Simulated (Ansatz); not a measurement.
# Is the response still linear at 0.5 V/Å? 2H-WOS bilayer, AA

The dipole of a slab grows in proportion to a weak field along its normal. Does the weak-field slope carry to a strong field?

**Method.** Ansatz 0.2.0, plane waves with PAW datasets (its set soft_2), r2SCAN-D4; atoms held at their relaxed places, 18 Å of vacuum, dipole correction, cell area 7.72 Å², 18×18 k-points, smearing 0.05 eV. Without field the slab has a gap of 0.15 eV.

| run | field (V/Å) | dipole (e·Å) |
| --- | --- | --- |
| run 1 | −0.10 | −0.17562 |
| run 2 | 0.00 | −0.13517 |
| run 3 | 0.10 | −0.09338 |
| run 4 | 0.50 | ? |

Q: Estimate the withheld value from the rows shown.

A least-squares line through the 3 rows shown has slope 0.411200 and intercept −0.134723; no row lies more than 0.00045 e·Å off it. A perfect conductor with that slope would be 180.95 × 0.41120 / 7.72 = 9.64 Å thick. At 0.50 it gives 0.411200 × 0.50 + (−0.134723) = 0.07088 e·Å, beyond the rows fitted. Rounding and scatter of the rows alone allow about ±0.00224 e·Å there.

The run itself gives 0.07926 e·Å: a miss of +0.00838 e·Å. That is 4.1 % of the induced dipole, a departure from the straight line; meanwhile the gap has gone from 0.15 eV to under 0.05 eV.

**Limits.** Ions are held, so this is the electronic response. Of the series that stay linear within 1 %, this collection keeps about one in seven, and it keeps all that bend. In the strongest field, at least, the program warns that the far vacuum lies low against the Fermi level, so charge may spill into it, by an amount that depends on the cell's height. With a small gap or none the response hangs on mesh and smearing, which were not varied here. Spin-orbit coupling is left out, which changes the bands of elements this heavy.
